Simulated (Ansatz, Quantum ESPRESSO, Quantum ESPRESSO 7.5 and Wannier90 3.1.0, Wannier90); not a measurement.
**Ballistic channels from Wannier functions: straight Cu chain, spacing 2.14 Å**

How many channels does the wire offer, and does a small Wannier basis get them right? The wire: straight Cu chain, spacing 2.14 Å.

Calculated with Quantum ESPRESSO 7.5 and Wannier90 3.1.0; plane-wave DFT, PBE, GBRV ultrasoft pseudopotentials (cross-check by Ansatz 0.2.0 with PAW datasets).

### 1. The starting structure

The cell holds 1 atom: 1 Cu. Cell: a = 8.000 Å, b = 8.000 Å, c = 2.139 Å, α = 90.0°, β = 90.0°, γ = 90.0°. Vacuum lies along a and b. The structure's axis is c.

### 2. SCF with pw.x

File scf.in:

```
&control
  prefix = 'scf'
  outdir = './out'
  pseudo_dir = './pseudo'
  calculation = 'scf'
  tprnfor = .true.
/
&system
  ibrav = 0
  nat = 1
  ntyp = 1
  ecutwfc = 34
  ecutrho = 170
  occupations = 'smearing'
  smearing = 'mv'
  degauss = 0.005
/
&electrons
  conv_thr = 1e-07
  mixing_beta = 0.4
  electron_maxstep = 120
  mixing_mode = 'local-TF'
/
ATOMIC_SPECIES
  Cu  63.5460  cu_pbe_v1.2.uspp.F.UPF
CELL_PARAMETERS angstrom
  8.00000000000000 0.00000000000000 0.00000000000000
  0.00000000000000 8.00000000000000 0.00000000000000
  0.00000000000000 0.00000000000000 2.13900000000000
ATOMIC_POSITIONS crystal
  Cu  0.000000000000 0.000000000000 0.000000000000
K_POINTS automatic
  1 1 32 0 0 0
```

The run is started by

```
OMP_NUM_THREADS=1 mpirun -n 2 pw.x -nk 2 -in scf.in > scf.out
```

Log:

```text
Program PWSCF v.7.5 starts
[citation notice left out]

     Parallel version (MPI & OpenMP), running on       2 processor cores
     Number of MPI processes:                 2
     Threads/MPI process:                     1

     MPI processes distributed on     1 nodes
[...]
Current dimensions of program PWSCF are:
     Max number of different atomic species (ntypx) = 10
     Max number of k-points (npk) =  40000
     Max angular momentum in pseudopotentials (lmaxx) =  4
     Message from routine setup:
     using ibrav=0 with symmetry is DISCOURAGED, use correct ibrav instead

     K-points division:     npool     =       2
     Subspace diagonalization in iterative solution of the eigenvalue problem:
     a serial algorithm will be used

     G-vector sticks info
     --------------------
     sticks:   dense  smooth     PW     G-vecs:    dense   smooth      PW
     Sum        3093    2469    793                34685    24803    4497

     Using Slab Decomposition

     bravais-lattice index     =            0
     lattice parameter (alat)  =      15.1178  a.u.
     unit-cell volume          =     923.8200 (a.u.)^3
     number of atoms/cell      =            1
     number of atomic types    =            1
     number of electrons       =        19.00
     number of Kohn-Sham states=           14
     kinetic-energy cutoff     =      34.0000  Ry
     charge density cutoff     =     170.0000  Ry
     scf convergence threshold =      1.0E-07
     mixing beta               =       0.4000
     number of iterations used =            8  local-TF  mixing
     Exchange-correlation= SLA  PW   PBE  PBE
                           (   1   4   3   4   0   0   0)

     celldm(1)=  15.117809  celldm(2)=   0.000000  celldm(3)=   0.000000
     celldm(4)=   0.000000  celldm(5)=   0.000000  celldm(6)=   0.000000

     crystal axes: (cart. coord. in units of alat)
               a(1) = (   1.000000   0.000000   0.000000 )
               a(2) = (   0.000000   1.000000   0.000000 )
               a(3) = (   0.000000   0.000000   0.267375 )

     reciprocal axes: (cart. coord. in units 2 pi/alat)
               b(1) = (  1.000000  0.000000  0.000000 )
               b(2) = (  0.000000  1.000000  0.000000 )
               b(3) = (  0.000000  0.000000  3.740065 )

     PseudoPot. # 1 for Cu read from file:
     ./pseudo/cu_pbe_v1.2.uspp.F.UPF
     Pseudo is Ultrasoft + core correction, Zval = 19.0
     Generated by new atomic code, or converted to UPF format
     Using radial grid of  867 points,  6 beta functions with:
                l(1) =   0
                l(2) =   0
                l(3) =   1
                l(4) =   1
                l(5) =   2
                l(6) =   2
     Q(r) pseudized with  8 coefficients,  rinner =    1.150   1.150   1.150
                                                       1.150   1.150

     atomic species   valence    mass     pseudopotential
     Cu               19.00    63.54600     Cu( 1.00)

     16 Sym. Ops., with inversion, found

   Cartesian axes

     site n.     atom                  positions (alat units)
         1        Cu     tau(   1) = (   0.0000000   0.0000000   0.0000000  )

     number of k points=    17  Marzari-Vanderbilt smearing, width (Ry)=  0.0050
                       cart. coord. in units 2pi/alat
        k(    1) = (   0.0000000   0.0000000   0.0000000), wk =   0.0625000
        k(    2) = (   0.0000000   0.0000000   0.1168770), wk =   0.1250000
        k(    3) = (   0.0000000   0.0000000   0.2337541), wk =   0.1250000
        k(    4) = (   0.0000000   0.0000000   0.3506311), wk =   0.1250000
        k(    5) = (   0.0000000   0.0000000   0.4675082), wk =   0.1250000
        k(    6) = (   0.0000000   0.0000000   0.5843852), wk =   0.1250000
        k(    7) = (   0.0000000   0.0000000   0.7012623), wk =   0.1250000
        k(    8) = (   0.0000000   0.0000000   0.8181393), wk =   0.1250000
        k(    9) = (   0.0000000   0.0000000   0.9350164), wk =   0.1250000
        k(   10) = (   0.0000000   0.0000000   1.0518934), wk =   0.1250000
[...]
k(   17) = (   0.0000000   0.0000000  -1.8700327), wk =   0.0625000

     Dense  grid:    34685 G-vectors     FFT dimensions: (  64,  64,  18)

     Smooth grid:    24803 G-vectors     FFT dimensions: (  60,  60,  15)

     Estimated max dynamical RAM per process >      77.67 MB

     Estimated total dynamical RAM >     146.86 MB

     Initial potential from superposition of free atoms

     starting charge      18.0000, renormalised to      19.0000

     negative rho (up, down):  2.396E-03 0.000E+00
     Starting wfcs are   13 randomized atomic wfcs +    1 random wfcs

     total cpu time spent up to now is        0.8 secs

     per-process dynamical memory:    27.3 Mb

     Self-consistent Calculation

     iteration #  1     ecut=    34.00 Ry     beta= 0.40
     Davidson diagonalization with overlap
     ethr =  1.00E-02,  avg # of iterations =  6.8

     negative rho (up, down):  1.165E-02 0.000E+00

     total cpu time spent up to now is        2.5 secs

     total energy              =    -399.86595225 Ry
     estimated scf accuracy    <      22.32300248 Ry

     iteration #  2     ecut=    34.00 Ry     beta= 0.40
[...]
negative rho (up, down):  1.577E-03 0.000E+00

[...]
total energy              =    -403.65175877 Ry
     estimated scf accuracy    <       1.25487134 Ry

     iteration #  3     ecut=    34.00 Ry     beta= 0.40
[...]
negative rho (up, down):  6.968E-05 0.000E+00

[...]
total energy              =    -403.60570957 Ry
     estimated scf accuracy    <       0.43882665 Ry

     iteration #  4     ecut=    34.00 Ry     beta= 0.40
[...]
negative rho (up, down):  1.299E-05 0.000E+00

[...]
total energy              =    -403.62392670 Ry
     estimated scf accuracy    <       0.10986093 Ry

     iteration #  5     ecut=    34.00 Ry     beta= 0.40
[...]
negative rho (up, down):  1.856E-06 0.000E+00

[...]
total energy              =    -403.61297615 Ry
     estimated scf accuracy    <       0.07636296 Ry

     iteration #  6     ecut=    34.00 Ry     beta= 0.40
[...]
negative rho (up, down):  1.639E-06 0.000E+00

[...]
total energy              =    -403.61834781 Ry
     estimated scf accuracy    <       0.00820355 Ry

     iteration #  7     ecut=    34.00 Ry     beta= 0.40
[...]
Minimization algorithm failed to find Fermi energy: reverting to bisection
     Possible cause: smearing is larger than the electronic band-gap.

     negative rho (up, down):  1.235E-06 0.000E+00

[...]
total energy              =    -403.61937104 Ry
     estimated scf accuracy    <       0.00721281 Ry

     iteration #  8     ecut=    34.00 Ry     beta= 0.40
[...]
Minimization algorithm failed to find Fermi energy: reverting to bisection
     Possible cause: smearing is larger than the electronic band-gap.

     negative rho (up, down):  9.704E-08 0.000E+00

[...]
total energy              =    -403.61941224 Ry
     estimated scf accuracy    <       0.00843956 Ry

     iteration #  9     ecut=    34.00 Ry     beta= 0.40
[...]
Minimization algorithm failed to find Fermi energy: reverting to bisection
     Possible cause: smearing is larger than the electronic band-gap.

     negative rho (up, down):  4.325E-07 0.000E+00

[...]
total energy              =    -403.61791983 Ry
     estimated scf accuracy    <       0.00855875 Ry

     iteration # 10     ecut=    34.00 Ry     beta= 0.40
[...]
negative rho (up, down):  5.907E-06 0.000E+00

[...]
total energy              =    -403.61846363 Ry
     estimated scf accuracy    <       0.00210077 Ry

     iteration # 11     ecut=    34.00 Ry     beta= 0.40
[...]
negative rho (up, down):  3.224E-06 0.000E+00

[...]
total energy              =    -403.61800957 Ry
     estimated scf accuracy    <       0.00141528 Ry

     iteration # 12     ecut=    34.00 Ry     beta= 0.40
[...]
negative rho (up, down):  7.233E-05 0.000E+00

[...]
total energy              =    -403.61837960 Ry
     estimated scf accuracy    <       0.00180466 Ry

     iteration # 13     ecut=    34.00 Ry     beta= 0.40
[...]
negative rho (up, down):  3.038E-05 0.000E+00

[...]
total energy              =    -403.61825550 Ry
     estimated scf accuracy    <       0.00063040 Ry

     iteration # 14     ecut=    34.00 Ry     beta= 0.40
[...]
negative rho (up, down):  4.452E-05 0.000E+00

[...]
total energy              =    -403.61841089 Ry
     estimated scf accuracy    <       0.00032100 Ry

[...]
iteration # 19     ecut=    34.00 Ry     beta= 0.40
[...]
negative rho (up, down):  4.051E-04 0.000E+00

[...]
total energy              =    -403.61808420 Ry
     estimated scf accuracy    <       0.00117669 Ry

     iteration # 20     ecut=    34.00 Ry     beta= 0.40
[...]
negative rho (up, down):  2.258E-04 0.000E+00

[...]
total energy              =    -403.61827805 Ry
     estimated scf accuracy    <       0.00011403 Ry

     iteration # 21     ecut=    34.00 Ry     beta= 0.40
[...]
negative rho (up, down):  3.997E-05 0.000E+00

[...]
total energy              =    -403.61829438 Ry
     estimated scf accuracy    <       0.00004220 Ry

     iteration # 22     ecut=    34.00 Ry     beta= 0.40
[...]
negative rho (up, down):  1.337E-05 0.000E+00

[...]
total energy              =    -403.61830944 Ry
     estimated scf accuracy    <       0.00003181 Ry

     iteration # 23     ecut=    34.00 Ry     beta= 0.40
[...]
negative rho (up, down):  2.823E-06 0.000E+00

[...]
total energy              =    -403.61830831 Ry
     estimated scf accuracy    <       0.00000627 Ry

     iteration # 24     ecut=    34.00 Ry     beta= 0.40
[...]
negative rho (up, down):  1.276E-06 0.000E+00

[...]
total energy              =    -403.61831034 Ry
     estimated scf accuracy    <       0.00000196 Ry

     iteration # 25     ecut=    34.00 Ry     beta= 0.40
[...]
negative rho (up, down):  9.502E-07 0.000E+00

[...]
total energy              =    -403.61831015 Ry
     estimated scf accuracy    <       0.00000086 Ry

     iteration # 26     ecut=    34.00 Ry     beta= 0.40
[...]
negative rho (up, down):  9.505E-07 0.000E+00

[...]
End of self-consistent calculation

          k = 0.0000 0.0000 0.0000 (  3083 PWs)   bands (ev):

  -114.2541 -71.6644 -71.5683 -71.5683  -7.4004  -4.8145  -4.5388  -4.5383
    -3.3855  -3.3855  -0.5842  -0.5842   1.2453   2.4623

          k = 0.0000 0.0000 0.1169 (  3095 PWs)   bands (ev):

  -114.2536 -71.6683 -71.5679 -71.5679  -7.3601  -4.7973  -4.5337  -4.5333
    -3.4252  -3.4252  -0.5304  -0.5304   1.2763   2.4936

          k = 0.0000 0.0000 0.2338 (  3099 PWs)   bands (ev):

  -114.2521 -71.6796 -71.5668 -71.5668  -7.2385  -4.7449  -4.5184  -4.5179
    -3.5344  -3.5344  -0.3755  -0.3755   1.3692   2.5876

          k = 0.0000 0.0000 0.3506 (  3095 PWs)   bands (ev):

  -114.2497 -71.6977 -71.5650 -71.5650  -7.0372  -4.6578  -4.4947  -4.4937
    -3.6952  -3.6952  -0.1343  -0.1343   1.5242   2.7443

          k = 0.0000 0.0000 0.4675 (  3091 PWs)   bands (ev):

  -114.2465 -71.7223 -71.5625 -71.5625  -6.7610  -4.5365  -4.4608  -4.4596
    -3.8910  -3.8910   0.1785   0.1785   1.7414   2.9638

          k = 0.0000 0.0000 0.5844 (  3107 PWs)   bands (ev):

  -114.2427 -71.7522 -71.5596 -71.5596  -6.4156  -4.4210  -4.4198  -4.3803
    -4.1063  -4.1063   0.5527   0.5527   2.0208   3.2464

[...]
the Fermi energy is    -3.3747 ev

!    total energy              =    -403.61831035 Ry
     estimated scf accuracy    <          2.1E-09 Ry
     smearing contrib. (-TS)   =       0.00014023 Ry
     internal energy E=F+TS    =    -403.61845058 Ry

     The total energy is F=E-TS. E is the sum of the following terms:
     one-electron contribution =    -689.50615113 Ry
     hartree contribution      =     343.81433426 Ry
     xc contribution           =     -38.74986505 Ry
     ewald contribution        =     -19.17676866 Ry

     convergence has been achieved in  26 iterations

     negative rho (up, down):  9.505E-07 0.000E+00

     Forces acting on atoms (cartesian axes, Ry/au):

     atom    1 type  1   force =     0.00000000    0.00000000    0.00000000

     Total force =     0.000000     Total SCF correction =     0.000000

[...]
=------------------------------------------------------------------------------=
   JOB DONE.
=------------------------------------------------------------------------------=
```

Wall time 34 s (2 MPI ranks of Arm Neoverse N1, shared host); peak memory 0.15 GiB.

Read from the output:

| Property | Result |
| --- | --- |
| free energy | -5491.5069 eV |
| Fermi energy | -3.375 eV |

The program's own clock; routines nest. Time by routine:

```tsv
routine	wall time (s)	calls
PWSCF	33.39	1
electrons	32.42	1
c_bands	17.31	26
cegterg	16.29	234
h_psi	13.06	944
fftw	12.75	20768
vloc_psi	12.1	944
sum_band	5.67	26
mix_rho	5.64	26
newd	2.83	27
ffts	2.44	3044
v_of_rho	1.02	27
init_run	0.64	1
calbec	0.62	1214
```

The run needed 26 iterations to bring the estimated error under 1e-07 Ry.

### 3. Full uniform mesh without symmetry

Wannier90 needs the states on a whole uniform mesh, listed point by point, without symmetry.

File nscf.in:

```
&control
  prefix = 'nscf'
  outdir = './out'
  pseudo_dir = './pseudo'
  calculation = 'nscf'
/
&system
  ibrav = 0
  nat = 1
  ntyp = 1
  ecutwfc = 34
  ecutrho = 170
  occupations = 'smearing'
  smearing = 'mv'
  degauss = 0.005
  nosym = .true.
  noinv = .true.
  nbnd = 21
/
&electrons
  conv_thr = 1e-09
  mixing_beta = 0.4
  electron_maxstep = 120
  mixing_mode = 'local-TF'
  diago_full_acc = .true.
/
ATOMIC_SPECIES
  Cu  63.5460  cu_pbe_v1.2.uspp.F.UPF
CELL_PARAMETERS angstrom
  8.00000000000000 0.00000000000000 0.00000000000000
  0.00000000000000 8.00000000000000 0.00000000000000
  0.00000000000000 0.00000000000000 2.13900000000000
ATOMIC_POSITIONS crystal
  Cu  0.000000000000 0.000000000000 0.000000000000
K_POINTS crystal
16
  0.0000000000 0.0000000000 0.0000000000 0.0625
  0.0000000000 0.0000000000 0.0625000000 0.0625
  0.0000000000 0.0000000000 0.1250000000 0.0625
  0.0000000000 0.0000000000 0.1875000000 0.0625
  0.0000000000 0.0000000000 0.2500000000 0.0625
  0.0000000000 0.0000000000 0.3125000000 0.0625
  0.0000000000 0.0000000000 0.3750000000 0.0625
  0.0000000000 0.0000000000 0.4375000000 0.0625
  0.0000000000 0.0000000000 0.5000000000 0.0625
  0.0000000000 0.0000000000 0.5625000000 0.0625
  0.0000000000 0.0000000000 0.6250000000 0.0625
  0.0000000000 0.0000000000 0.6875000000 0.0625
  0.0000000000 0.0000000000 0.7500000000 0.0625
  0.0000000000 0.0000000000 0.8125000000 0.0625
  0.0000000000 0.0000000000 0.8750000000 0.0625
  0.0000000000 0.0000000000 0.9375000000 0.0625
```

The run is started by

```
cp -r out/scf.save out/nscf.save
cp out/scf.xml out/nscf.xml
OMP_NUM_THREADS=1 mpirun -n 2 pw.x -nk 1 -in nscf.in > nscf.out
```

Log:

```text
[banner, memory and clock lines left out]
Program PWSCF v.7.5 starts
[citation notice left out]

[...]
bravais-lattice index     =            0
     lattice parameter (alat)  =      15.1178  a.u.
     unit-cell volume          =     923.8200 (a.u.)^3
     number of atoms/cell      =            1
     number of atomic types    =            1
     number of electrons       =        19.00
     number of Kohn-Sham states=           21
     kinetic-energy cutoff     =      34.0000  Ry
     charge density cutoff     =     170.0000  Ry
     Exchange-correlation= SLA  PW   PBE  PBE
                           (   1   4   3   4   0   0   0)

[...]
PseudoPot. # 1 for Cu read from file:
     ./pseudo/cu_pbe_v1.2.uspp.F.UPF
     Pseudo is Ultrasoft + core correction, Zval = 19.0
     Generated by new atomic code, or converted to UPF format
     Using radial grid of  867 points,  6 beta functions with:
                l(1) =   0
                l(2) =   0
                l(3) =   1
                l(4) =   1
                l(5) =   2
                l(6) =   2
     Q(r) pseudized with  8 coefficients,  rinner =    1.150   1.150   1.150
                                                       1.150   1.150

     atomic species   valence    mass     pseudopotential
     Cu               19.00    63.54600     Cu( 1.00)

     No symmetry found

[...]
number of k points=    16  Marzari-Vanderbilt smearing, width (Ry)=  0.0050
[...]
Dense  grid:    34685 G-vectors     FFT dimensions: (  64,  64,  18)

     Smooth grid:    24803 G-vectors     FFT dimensions: (  60,  60,  15)

     The potential is recalculated from file :
     ./out/nscf.save/charge-density

     negative rho (up, down):  9.505E-07 0.000E+00
     Starting wfcs are   13 randomized atomic wfcs +    8 random wfcs

     Band Structure Calculation
     Davidson diagonalization with overlap

     ethr =  5.26E-12,  avg # of iterations = 53.8

     End of band structure calculation

          k = 0.0000 0.0000 0.0000 (  3083 PWs)   bands (ev):

  -114.2532 -71.6637 -71.5674 -71.5674  -7.4001  -4.8142  -4.5381  -4.5376
    -3.3848  -3.3848  -0.5842  -0.5842   1.2455   2.4622   4.0611   4.0611
     4.1557   4.6102   7.2530   7.2530   8.3063

          k = 0.0000 0.0000 0.2338 (  3099 PWs)   bands (ev):

  -114.2513 -71.6789 -71.5659 -71.5659  -7.2381  -4.7446  -4.5177  -4.5172
    -3.5338  -3.5338  -0.3754  -0.3754   1.3694   2.5875   4.1974   4.1974
     4.2777   4.7352   7.3975   7.3975   8.4237

[...]
the Fermi energy is    -3.3818 ev
     (compare with:    -3.3747 eV, computed in scf)

[...]
```

It took 13 s on 2 MPI ranks; peak memory 0.1 GiB; 26 s of CPU time.

Read from the output:

```
Fermi energy : -3.382 eV
```

The program's own clock; routines nest. Time by routine:

```tsv
routine	wall time (s)	calls
PWSCF	12.55	1
electrons	12.13	1
c_bands	12.13	1
cegterg	11.71	50
h_psi	8.66	926
vloc_psi	8.16	926
fftw	7.45	17226
cdiaghg	0.53	876
init_run	0.26	1
h_psi:calbec	0.25	926
calbec	0.25	926
s_psi	0.21	926
add_vuspsi	0.21	926
hinit0	0.11	1
```

(Continued in part 2 of 5.)

[Logs are printed without paths, hosts, clocks, repeated set-up lines and the standing remarks that a program may print on its own settings, such as how far it seeks lower states.]

[Hosts, paths, dates, database ids (printed as entryN), source tags and the programs' standing remarks are cut or masked in the printed files.]

[Maps of the electrostatic potential energy from Ansatz leave out the sawtooth potential of an applied field or a dipole correction, so their vacuum need not be flat; planar profiles and work functions include it.]
